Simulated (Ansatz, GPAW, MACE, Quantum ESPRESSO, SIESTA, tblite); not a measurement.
# Which run comes nearest? Nb(100)/C(110) interface (68 atoms)

The cell holds 68 atoms: 20 Nb and 48 C. Its edges and angles: a = 7.134 Å, b = 7.567 Å, c = 22.999 Å, α = 90.0°, β = 90.0°, γ = 90.0°. Bcc Nb(100), 4 repeat layers, 5 surface cells, strained -3.32 and +2.54 %; diamond-structure C(110), 4 layers, 6 cells, -0.00 and -0.00 %; outer planes 2.25 Å apart, 12 Å of vacuum above; not relaxed, displaced by a Gaussian of 0.02 Å. Then every atom was moved at random, 0.05 Å r.m.s. a Cartesian component. Regions: Nb, 20 atoms (20 Nb); C, 48 atoms (48 C). Vacuum lies along c.

Geometry: as built.

The reference, a calculation:

- method: Kohn-Sham DFT, PBE, SSSP efficiency 1.3.0 pseudopotentials, plane waves (Quantum ESPRESSO 7.5); sssp-pbe-1.3.0-efficiency, cutoffs 45/360 Ry, Γ point
- r.m.s. force component: 2.345 eV/Å
- longest force: 9.342 eV/Å
- time: 4.1 min on 4 MPI ranks of Arm Neoverse V1, shared host
- CPU time: 16 min

Runs, in no order:
A. SIESTA PBE, DZ, shift 0.01 Ry, mesh 300 Ry: Kohn-Sham DFT, PBE, PseudoDojo 0.4.1 norm-conserving pseudopotentials (converted to PSML), numerical atomic orbitals (DZ), diagonalisation
B. SIESTA PBE, SZ, shift 0.01 Ry, mesh 300 Ry: Kohn-Sham DFT, PBE, PseudoDojo 0.4.1 norm-conserving pseudopotentials (converted to PSML), numerical atomic orbitals (SZ), diagonalisation
C. SIESTA PBE, DZP, shift 0.01 Ry, mesh 100 Ry: Kohn-Sham DFT, PBE, PseudoDojo 0.4.1 norm-conserving pseudopotentials (converted to PSML), numerical atomic orbitals (DZP), diagonalisation
D. tblite GFN1-xTB: GFN1-xTB tight binding, diagonalisation

Q: Order them from the smallest to the largest r.m.s. force difference.

C, A, D, B.

```csv
run,"Δ force, r.m.s. (meV/Å)",share of r.m.s. force (%),CPU time
"C. SIESTA PBE, DZP, shift 0.01 Ry, mesh 100 Ry",233,9.94,2.5 min
"A. SIESTA PBE, DZ, shift 0.01 Ry, mesh 300 Ry",365,15.6,3.2 min
D. tblite GFN1-xTB,542,23.1,3.3 s
"B. SIESTA PBE, SZ, shift 0.01 Ry, mesh 300 Ry",1065,45.4,2 min
```

Periodic xTB results under one method name differ between programs and library versions. The electronic-structure runs sample only Γ, in a cell whose shortest periodic width is 7 Å, which is coarse for a cell with partly filled levels.

[Logs are printed without paths, hosts, clocks, repeated set-up lines and the standing remarks that a program may print on its own settings, such as how far it seeks lower states.]

[Hosts, paths, dates, database ids (printed as entryN), source tags and the programs' standing remarks are cut or masked in the printed files.]
